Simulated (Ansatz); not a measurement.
## InP (F-43m): zone-centre modes against carrier density

Aim: how far do free carriers move the optical modes of InP (F-43m)?

Method: DFT LDA, scalar-relativistic, plane waves, PAW; PAW set soft_1, in Ansatz 0.2.0.

The database entry behind the starting cell differs from later determinations by our own check (0.1 to 0.3 % short, probably kX units), so it need not match the best structure at ambient conditions.

**1. The structure**

It takes space group F-43m (No. 216, cubic). Conventional cell: a = 5.861 Å, b = 5.861 Å, c = 5.861 Å, α = 90.00°, β = 90.00°, γ = 90.00°. Nearest to P lie 4 In at 2.54 Å. Nearest to In lie 4 P at 2.54 Å. Farther neighbours are not listed.

As a file:

```cif
data_structure
_symmetry_space_group_name_H-M 'P 1'
_symmetry_Int_Tables_number 1
_cell_length_a 4.1444
_cell_length_b 4.1444
_cell_length_c 4.1444
_cell_angle_alpha 60.000
_cell_angle_beta 60.000
_cell_angle_gamma 60.000
_cell_volume 50.33
loop_
_atom_site_label
_atom_site_type_symbol
_atom_site_fract_x
_atom_site_fract_y
_atom_site_fract_z
_atom_site_occupancy
P1 P 0.75000 0.75000 0.75000 1
In2 In 0.00000 0.00000 0.00000 1
```

**2. Bringing the structure to rest**

The cell and atoms are relaxed, since residual forces and stress would shift the frequencies.

input.yaml

```yaml
crystal:
  lattice:
    - [0.0, 2.9305, 2.9305]
    - [2.9305, 0.0, 2.9305]
    - [2.9305, 2.9305, 0.0]
  atoms:
    - { symbol: P, position: [0.75, 0.75, 0.75] }
    - { symbol: In, position: [0.0, 0.0, 0.0] }
kpoints:
  mp_grid: { grid: [10, 10, 10] }
hamiltonian:
  xc: lda
  pseudopotentials: { kind: paw, azcp: { folder: soft_1 }, xc_functional: pbe }
scf:
  occupations: { method: gaussian, width: 0.02 }
output:
  forces: true
  stress: true
  eigenvalues: true
relax:
  adjacent_minimum: "off"
  f_tol: 0.005
  max_steps: 80
  cell: { stress_tol: 0.05 }
```

Started as:

```bash
$ ansatz run input.yaml --threads 8 --pin off --max-ram 16384MiB --backend cpu --events-out ev --progress --plain --runs-dir out
```

Numbers of over 12 decimals in the logs are rounded to 6 here.

What it wrote:

```text
Engine: ansatz 0.2.0, aarch64-unknown-linux-gnu
Pseudopotentials: kind: paw
Pseudopotential: P, paw, valence charge 5, recommended cutoff 420 eV (normal), soft_1/P.paw.azcp
Pseudopotential: In, paw, valence charge 13, recommended cutoff 420 eV (normal), soft_1/In.paw.azcp
Functional definition: SPW92
  exchange = slater_x
  correlation = pw_c
Crystal: 2 atoms, lattice volume = 50.333 Å³
Basis set: ecut = 420 eV, 941 PW (Γ)
Bands: 13, of which v1, the nominal top of the filled ones, is band 9 counted from 1 (8 counted from 0)
Symmetry: 24 space group operations
Space group: F-43m (ITA 216), of the structure as read, at distance tolerance 3.7e-5 Å
k-points: 47 of 1000 (time reversal used)
Non-local potential: P, projectors of the file, l = 0: 2, l = 1: 2, l = 2: 1
Non-local potential: In, projectors of the file, l = 0: 2, l = 1: 2, l = 2: 2, l = 3: 1
PAW form: soft (Blöchl's): semilocal exchange-correlation on the pseudo side does not see the compensation charge
PAW frozen core: P, regenerated for the run's functional, and the local potential with it (the file was generated under x = pbe(κ = 0.804, μ = 0.219515), c = pbe(β = 0.066725))
PAW frozen core: In, regenerated for the run's functional, and the local potential with it (the file was generated under x = pbe(κ = 0.804, μ = 0.219515), c = pbe(β = 0.066725))
PAW one-centre angular grid: P, 110 points (default); XC on 64 Gauss nodes
PAW one-centre angular grid: In, 590 points (default); XC on 64 Gauss nodes
Initial density: superposition of atomic densities (chi_scale 0.1, normalization cell, long waves kept (reshape's long-wave potential 0.00 eV rms))
Initial wavefunctions: pseudopotential atomic-orbital guess
Functional: x = slater, c = lda
SCF iter   1: F=—  HF=-6183.851426 eV  |F-HF|=—  |Δ(HF+E_count)|=         —  Δρ=3.22e-2  dr2=7.73e-1  ethr=3.10e-3  ⟨swp⟩=6.4  Hψ=4231  notcnv=0
preconditioner: auto → none  [insulator: Δε(μ)=0.809 eV  Ē_g=14.376 eV  σ=0.020 eV  W_gap=1.00  n_scr=14 (ndim 8)  ℏωp=22.2 eV  f_vac=0.000  D(μ)=0.00/eV (n_scr^D=0)  ε∞_Penn≈3.4]
SCF iter   2: F=—  HF=-6183.623914 eV  |F-HF|=—  |Δ(HF+E_count)|=   2.28e-1  Δρ=1.51e-2  dr2=9.15e-2  ethr=3.10e-3  ⟨swp⟩=3.5  Hψ=1533  notcnv=0
SCF iter   3: F=—  HF=-6183.603573 eV  |F-HF|=—  |Δ(HF+E_count)|=   2.03e-2  Δρ=5.75e-3  dr2=1.23e-2  ethr=5.08e-4  ⟨swp⟩=2.6  Hψ=1057  notcnv=0
SCF iter   4: F=—  HF=-6183.600942 eV  |F-HF|=—  |Δ(HF+E_count)|=   2.63e-3  Δρ=6.92e-4  dr2=1.12e-4  ethr=6.83e-5  ⟨swp⟩=3.1  Hψ=1210  notcnv=0
SCF iter   5: F=—  HF=-6183.600916 eV  |F-HF|=—  |Δ(HF+E_count)|=   2.61e-5  Δρ=1.38e-4  dr2=5.39e-6  ethr=6.22e-7  ⟨swp⟩=2.0  Hψ=1032  notcnv=0
SCF iter   6: F=—  HF=-6183.600913 eV  |F-HF|=—  |Δ(HF+E_count)|=   3.41e-6  Δρ=1.68e-5  dr2=1.11e-7  ethr=2.99e-8  ⟨swp⟩=2.9  Hψ=1041  notcnv=0
SCF iter   7: F=-6183.600913 eV  HF=-6183.600913 eV  |F-HF|=1.66e-9  |Δ(HF+E_count)|=   6.68e-9  Δρ=1.55e-6  dr2=1.98e-9  ethr=5.56e-10  ⟨swp⟩=6.9  Hψ=2992  notcnv=0
SCF 1 converged in 7 iterations: F = -6183.600913 eV  dr2 = 1.98e-9
  greatest PAW one-centre occupation: 0.982 electrons in one spin orbital (limit 2), on the In atom at site 1 (counted from 0), in its partial waves of l = 2
relax step   1: F+E_penalty+E_count = -6183.60091275 eV  Δ(F+E_penalty+E_count) = +0.000e0 eV  max|allowed force component| = 2.498e-16 eV/Å  Δτ_max = 0.0000 Å  P = -1.201 GPa  Ω = 50.333 Å³  (7 SCF iters, dr2 threshold 1.00e-7 eV, accepted)
Crystal: 2 atoms, lattice volume = 49.324 Å³
Initial density: handed on by an earlier stage of this run
Initial wavefunctions: those handed on with the density
iter 1 solved again at ethr=4.94e-6 eV; its pass at ethr=3.10e-3 eV (dr2=8.89e-4 eV) is discarded
SCF iter   1: F=—  HF=-6183.604573 eV  |F-HF|=—  |Δ(HF+E_count)|=         —  Δρ=1.01e-3  dr2=9.42e-4  ethr=4.94e-6  ⟨swp⟩=2.0  Hψ=4687  notcnv=0
preconditioner: auto → none  [insulator: Δε(μ)=0.600 eV  Ē_g=14.687 eV  σ=0.020 eV  W_gap=1.00  n_scr=14 (ndim 8)  ℏωp=22.4 eV  f_vac=0.005  D(μ)=0.00/eV (n_scr^D=0)  ε∞_Penn≈3.3]
SCF iter   2: F=—  HF=-6183.604287 eV  |F-HF|=—  |Δ(HF+E_count)|=   2.86e-4  Δρ=3.55e-4  dr2=6.67e-5  ethr=4.94e-6  ⟨swp⟩=2.0  Hψ=964  notcnv=0
SCF iter   3: F=—  HF=-6183.604274 eV  |F-HF|=—  |Δ(HF+E_count)|=   1.25e-5  Δρ=1.48e-4  dr2=9.03e-6  ethr=3.70e-7  ⟨swp⟩=2.1  Hψ=747  notcnv=0
SCF iter   4: F=—  HF=-6183.604274 eV  |F-HF|=—  |Δ(HF+E_count)|=   2.72e-9  Δρ=3.79e-5  dr2=6.40e-7  ethr=5.02e-8  ⟨swp⟩=1.6  Hψ=701  notcnv=0
SCF iter   5: F=-6183.604274 eV  HF=-6183.604274 eV  |F-HF|=1.97e-9  |Δ(HF+E_count)|=   7.51e-8  Δρ=4.72e-6  dr2=7.42e-9  ethr=1.11e-9  ⟨swp⟩=6.7  Hψ=3136  notcnv=0
SCF 2 converged in 5 iterations: F = -6183.604274 eV  dr2 = 7.42e-9
relax step   2: F+E_penalty+E_count = -6183.60427416 eV  Δ(F+E_penalty+E_count) = -3.361e-3 eV  max|allowed force component| = 5.551e-17 eV/Å  Δτ_max = 0.0000 Å  P = +0.193 GPa  Ω = 49.324 Å³  energy of the carried Pulay correction = +1.043e-4 eV  (5 SCF iters, dr2 threshold 2.00e-7 eV, accepted)
Crystal: 2 atoms, lattice volume = 49.462 Å³
iter 1 solved again at ethr=9.79e-8 eV; its pass at ethr=3.10e-3 eV (dr2=1.76e-5 eV) is discarded
SCF iter   1: F=—  HF=-6183.604346 eV  |F-HF|=—  |Δ(HF+E_count)|=         —  Δρ=1.39e-4  dr2=1.82e-5  ethr=9.79e-8  ⟨swp⟩=2.9  Hψ=4454  notcnv=0
preconditioner: auto → none  [insulator: Δε(μ)=0.573 eV  Ē_g=14.682 eV  σ=0.020 eV  W_gap=1.00  n_scr=14 (ndim 8)  ℏωp=22.4 eV  f_vac=0.008  D(μ)=0.00/eV (n_scr^D=0)  ε∞_Penn≈3.3]
SCF iter   2: F=—  HF=-6183.604340 eV  |F-HF|=—  |Δ(HF+E_count)|=   5.60e-6  Δρ=4.93e-5  dr2=1.35e-6  ethr=9.79e-8  ⟨swp⟩=2.0  Hψ=786  notcnv=0
SCF iter   3: F=—  HF=-6183.604340 eV  |F-HF|=—  |Δ(HF+E_count)|=   3.13e-7  Δρ=1.95e-5  dr2=1.70e-7  ethr=7.47e-9  ⟨swp⟩=2.9  Hψ=1059  notcnv=0
SCF iter   4: F=-6183.604340 eV  HF=-6183.604340 eV  |F-HF|=5.31e-9  |Δ(HF+E_count)|=   1.12e-8  Δρ=6.80e-6  dr2=1.91e-8  ethr=5.19e-10  ⟨swp⟩=6.0  Hψ=2973  notcnv=0
SCF 3 converged in 4 iterations: F = -6183.604340 eV  dr2 = 1.91e-8
relax step   3: F+E_penalty+E_count = -6183.60433984 eV  Δ(F+E_penalty+E_count) = -6.567e-5 eV  max|allowed force component| = 6.476e-17 eV/Å  Δτ_max = 0.0000 Å  P = -0.006 GPa  Ω = 49.462 Å³  energy of the carried Pulay correction = +8.999e-5 eV  (4 SCF iters, dr2 threshold 9.35e-8 eV, accepted)
Initial wavefunctions: pseudopotential atomic-orbital guess (no wavefunctions were taken with the density)
iter 1 solved again at ethr=1.23e-6 eV; its pass at ethr=3.10e-3 eV (dr2=2.22e-4 eV) is discarded
SCF iter   1: F=—  HF=-6183.604259 eV  |F-HF|=—  |Δ(HF+E_count)|=         —  Δρ=1.48e-5  dr2=3.43e-8  ethr=1.23e-6  ⟨swp⟩=3.1  Hψ=6064  notcnv=0
eigensolver tolerance schedule: the retry pair's looser diagonalisation over-reported the residual by 6474.53 of it (diagonalisation noise at an unbounded share of the residual, at the tolerance the schedule requests for it); recorded, not acted on — ethr = c·dr2/N_el stays at c = 1.0e-1
preconditioner: auto → none  [insulator: Δε(μ)=0.575 eV  Ē_g=14.681 eV  σ=0.020 eV  W_gap=1.00  n_scr=14 (ndim 8)  ℏωp=22.4 eV  f_vac=0.008  D(μ)=0.00/eV (n_scr^D=0)  ε∞_Penn≈3.3]
SCF iter   2: F=—  HF=-6183.604255 eV  |F-HF|=—  |Δ(HF+E_count)|=   3.80e-6  Δρ=7.49e-6  dr2=7.50e-9  ethr=1.91e-10  ⟨swp⟩=3.3  Hψ=1399  notcnv=0
SCF iter   3: F=—  HF=-6183.604255 eV  |F-HF|=—  |Δ(HF+E_count)|=   3.22e-9  Δρ=2.86e-6  dr2=6.36e-9  ethr=4.17e-11  ⟨swp⟩=2.0  Hψ=1034  notcnv=0
SCF iter   4: F=—  HF=-6183.604255 eV  |F-HF|=—  |Δ(HF+E_count)|=   2.08e-9  Δρ=7.71e-7  dr2=1.51e-10  ethr=3.53e-11  ⟨swp⟩=2.0  Hψ=765  notcnv=0
SCF iter   5: F=—  HF=-6183.604255 eV  |F-HF|=—  |Δ(HF+E_count)|=  7.64e-11  Δρ=2.18e-7  dr2=2.07e-11  ethr=1.00e-12  ⟨swp⟩=2.0  Hψ=989  notcnv=0
SCF iter   6: F=-6183.604255 eV  HF=-6183.604255 eV  |F-HF|=1.82e-12  |Δ(HF+E_count)|=  3.64e-12  Δρ=7.97e-8  dr2=1.14e-12  ethr=1.00e-12  ⟨swp⟩=7.4  Hψ=3296  notcnv=0
SCF 4 converged in 6 iterations: F = -6183.604255 eV  dr2 = 1.14e-12
relax step   4: F+E_penalty+E_count = -6183.60425493 eV  Δ(F+E_penalty+E_count) = +8.490e-5 eV  max|allowed force component| = 7.401e-17 eV/Å  Δτ_max = 0.0000 Å  P = -0.008 GPa  Ω = 49.462 Å³  stress off target by 7.78e-3 GPa  SCF on the basis re-selected at this cell (its energy is not comparable with the rows above)  (6 SCF iters)
basis re-selected at this cell: Δ(F+E_penalty+E_count) = +8.490e-5 eV, ΔP = -0.002 GPa vs the last step (what re-selecting the basis moved, of the pressure what is left beyond the Pulay correction that the steps carried, after the strain that the cell walked since its last selection, with what the two solves' SCF thresholds leave and, on support functions, any second-order correction that the steps lacked; it is no m [...]
SCF converged after 6 iterations
Free energy (F): -6183.604255 eV
Harris-Foulkes:  -6183.604255 eV  (|F-HF|=1.82e-12)
Internal energy: -6183.604255 eV  (E = F + TS)
E sigma→0 (E₀):  -6183.604255 eV
Fermi energy:    7.286481 eV
--- Per-component energies (eV) ---
  E_band       = -53.156005
  E_kinetic    = 289.150836
  E_local      = -1325.198406  (includes V_loc(G=0)·N_el)
  E_nonlocal   = 363.947144
  E_hartree    = 529.291290
  E_xc         = -214.136665
  E_vxc        = -151.772132  (∫ρ·V_xc dr)
  E_paw        = -4599.225457  (= ΣΔE_a)
  E_vpaw       = -287.866126  (= ΣTr[D̂ρ^β])
  E_aug_tail   = 0.000084  (compensation charges beyond the density's cutoff)
  E_ewald      = -1227.834968
  E_core_change = 0.401886  (= ΣΔE_core)
  E_smearing   = -0.000000  (= −TS)
  E_closure    = -0.000000  (closes the sum)
  Σ components = -6183.604255   (vs F -6183.604255, Δ=0.00e0)
--- Forces (eV/Å), atoms counted from 1 ---
  atom   1  P      0.00000000    -0.00000000    -0.00000000
  atom   2  In    -0.00000000    -0.00000000     0.00000000
  max |Σ_I F_I| component: 7.17e-17 eV/Å
--- Stress (GPa, compression-positive) ---
       -0.007779      -0.000000       0.000000
       -0.000000      -0.007779       0.000000
       -0.000000       0.000000      -0.007779
  P = ⅓ Tr σ = -0.0078 GPa (-0.078 kbar)
--- Band table (eV; the first three rows and the last of 47) ---
  k-point 0: bands = [... 5 lower, -4.6799, 6.9987, 6.9987, 6.9987, 7.5735, 10.9566, 10.9566, 10.9566]
  k-point 1: bands = [... 5 lower, -4.5608, 5.7768, 6.8670, 6.8670, 8.3972, 11.0256, 11.1506, 11.1506]
  k-point 2: bands = [... 5 lower, -4.2181, 4.2067, 6.5707, 6.5707, 8.7034, 11.5368, 11.5368, 11.6686]
  k-point 46: bands = [... 5 lower, -2.0982, 1.1830, 3.9780, 3.9962, 10.6614, 10.9615, 13.0406, 13.4536]
--- Relaxed structure (3 steps of the walk, 3 accepted, 1 SCFs on fresh bases) ---
  F+E_penalty+E_count = -6183.60425493 eV   max|allowed force component| = 7.401e-17 eV/Å   (the final SCF, on the basis selected at the relaxed cell)
  cell:  # Å, volume = 49.4619 Å³
    - [0, 2.913491, 2.913491]
    - [2.913491, 0, 2.913491]
    - [2.913491, 2.913491, 0]
  atoms:
    - { symbol: P, position: [0.75, 0.75, 0.75] }
    - { symbol: In, position: [0, 0, 0] }
```

Elapsed: 3.9 s, on 8 threads of Arm Neoverse N1, shared host; peak memory 0.38 GiB; 25 s of CPU time.

The steps of the relaxation:

| step | energy less that of the first step (eV) | largest force component (eV/Å) | pressure (GPa) | volume (Å³) |
| --- | --- | --- | --- | --- |
| 1 | 0.0000 | 0.0000 | -1.20 | 50.33 |
| 2 | -0.0034 | 0.0000 | 0.19 | 49.32 |
| 3 | -0.0034 | 0.0000 | -0.01 | 49.46 |
| 4* | -0.0033 | 0.0000 | -0.01 | 49.46 |

Relaxation steps marked * repeat the geometry before them on a plane-wave basis chosen anew for their cell, so energy and pressure can jump there.

The run keeps the 24 symmetry operations that it works with, so distortions that break them were not tested.

| conventional cell, symmetrised | before | after | change |
| --- | --- | --- | --- |
| a (Å) | 5.861 | 5.827 | -0.6 % |
| b (Å) | 5.861 | 5.827 | -0.6 % |
| c (Å) | 5.861 | 5.827 | -0.6 % |
| volume (Å³/atom) | 25.17 | 24.73 | -1.7 % |

Final coordinates:

```cif
data_structure
_symmetry_space_group_name_H-M 'P 1'
_symmetry_Int_Tables_number 1
_cell_length_a 4.1203
_cell_length_b 4.1203
_cell_length_c 4.1203
_cell_angle_alpha 60.000
_cell_angle_beta 60.000
_cell_angle_gamma 60.000
_cell_volume 49.46
loop_
_atom_site_label
_atom_site_type_symbol
_atom_site_fract_x
_atom_site_fract_y
_atom_site_fract_z
_atom_site_occupancy
P1 P 0.75000 0.75000 0.75000 1
In2 In 0.00000 0.00000 0.00000 1
```

Numbers from this step:

```yaml
pressure: -0.007779 GPa
gap_on_the_k_mesh: 0.5747 eV
volume_per_atom: 24.73 Å³
```

In this step the volume went from 25.17 to 24.73 Å³/atom.

**3. Tight relaxation**

Phonons need small forces and stress, so the relaxation is finished with tight tolerances on 12×12×12 k points.

input.yaml, the sections that differ from step 2:

```yaml
crystal:
  lattice:
    - [0.0, 2.913490597, 2.913490597]
    - [2.913490597, 0.0, 2.913490597]
    - [2.913490597, 2.913490597, 0.0]
  atoms:
    - { symbol: P, position: [0.75, 0.75, 0.75] }
    - { symbol: In, position: [0.0, 0.0, 0.0] }
kpoints:
  mp_grid: { grid: [12, 12, 12] }
scf:
  occupations: { method: fixed }
relax:
  adjacent_minimum: "off"
  f_tol: 0.001
  max_steps: 60
  cell: { stress_tol: 0.01 }
# hamiltonian, output: as in step 2
```

What it wrote:

```text
[...]
Crystal: 2 atoms, lattice volume = 49.462 Å³
Basis set: ecut = 420 eV, 941 PW (Γ)
Bands: 13, of which v1, the nominal top of the filled ones, is band 9 counted from 1 (8 counted from 0)
Symmetry: 24 space group operations
[...]
k-points: 72 of 1728 (time reversal used)
[...]
k-point 71: bands = [... 5 lower, -2.0899, 1.1991, 3.9205, 3.9446, 11.1800, 11.3335, 12.4454, 13.0426]
--- Relaxed structure (1 steps of the walk, 1 accepted, 1 SCFs on fresh bases) ---
[...]
cell:  # Å, volume = 49.4619 Å³
    - [0.0, 2.913490597, 2.913490597]
    - [2.913490597, 0.0, 2.913490597]
    - [2.913490597, 2.913490597, 0.0]
  atoms:
    - { symbol: P, position: [0.75, 0.75, 0.75] }
    - { symbol: In, position: [0.0, 0.0, 0.0] }
[key lines of the parts left out:]
SCF converged after 6 iterations
Free energy (F): -6183.604708 eV
Fermi energy:    6.998362 eV
P = ⅓ Tr σ = -0.0038 GPa (-0.038 kbar)
```

Run time: 3 s. Hardware: 8 threads; peak memory 0.4 GiB.

Little changed from the start: no atom moved by 0.005 Å and no cell edge by 0.1 %.

This step gave:

```
pressure          : -0.003758 GPa
gap on the k-mesh : 0.5749 eV
```

The forces vanish by symmetry and the pressure is -0.004 GPa, within the tolerances set. The cell now holds 24.73 Å³/atom.

**4. Ground state of a member: no carriers**

The cell of the neutral crystal is kept with no carriers. The bands are sampled on 30×30×30 points with Fermi-Dirac filling of 0.03 eV.

input.yaml, the sections that differ from step 3:

```yaml
kpoints:
  mp_grid: { grid: [30, 30, 30] }
scf:
  occupations: { method: fermi_dirac, width: 0.03 }
# crystal, hamiltonian, output: as in step 3
# relax: removed
```

What it wrote:

```text
[...]
Crystal: 2 atoms, lattice volume = 49.462 Å³
Basis set: ecut = 420 eV, 941 PW (Γ)
Bands: 13, of which v1, the nominal top of the filled ones, is band 9 counted from 1 (8 counted from 0)
Symmetry: 24 space group operations
[...]
k-points: 752 of 27000 (time reversal used)
[...]
SCF iter   1: F=—  HF=-6183.863267 eV  |F-HF|=—  |Δ(HF+E_count)|=         —  Δρ=3.29e-2  dr2=7.92e-1  ethr=3.10e-3  ⟨swp⟩=6.4  Hψ=67668  notcnv=0
[...]
SCF iter   7: F=-6183.604895 eV  HF=-6183.604895 eV  |F-HF|=1.58e-9  |Δ(HF+E_count)|=   1.40e-8  Δρ=1.54e-6  dr2=1.92e-9  ethr=5.56e-10  ⟨swp⟩=7.0  Hψ=48649  notcnv=0
SCF 1 converged in 7 iterations: F = -6183.604895 eV  dr2 = 1.92e-9
[...]
SCF converged after 7 iterations
Free energy (F): -6183.604895 eV
[...]
Internal energy: -6183.604895 eV  (E = F + TS)
E sigma→0 (E₀):  -6183.604895 eV
Entropy (-TS):   -0.000000 eV (-0.000 meV/atom)
Fermi energy:    7.339757 eV
[...]
--- Stress (GPa, compression-positive) ---
       -0.000057       0.000000      -0.000000
       -0.000000      -0.000057       0.000000
       -0.000000       0.000000      -0.000057
  P = ⅓ Tr σ = -0.0001 GPa (-0.001 kbar)
--- Band table (eV; the first three rows and the last of 752) ---
  k-point 0: bands = [... 5 lower, -4.6804, 6.9981, 6.9981, 6.9981, 7.5732, 10.9565, 10.9565, 10.9565]
  k-point 1: bands = [... 5 lower, -4.6671, 6.7346, 6.9824, 6.9824, 7.7949, 10.9568, 10.9799, 10.9799]
  k-point 2: bands = [... 5 lower, -4.6272, 6.2777, 6.9369, 6.9369, 8.1224, 10.9698, 11.0474, 11.0474]
  k-point 751: bands = [... 5 lower, -2.0911, 1.1972, 3.9269, 3.9503, 11.0999, 11.2829, 12.5339, 13.0973]
```

Wall time 10 s (8 threads); peak memory 0.82 GiB; 78 s of CPU time.

The forces vanish by symmetry.

(Continued in part 2 of 2.)

[Logs are printed without paths, hosts, clocks, repeated set-up lines and the standing remarks that a program may print on its own settings, such as how far it seeks lower states.]

[Hosts, paths, dates, database ids (printed as entryN), source tags and the programs' standing remarks are cut or masked in the printed files.]
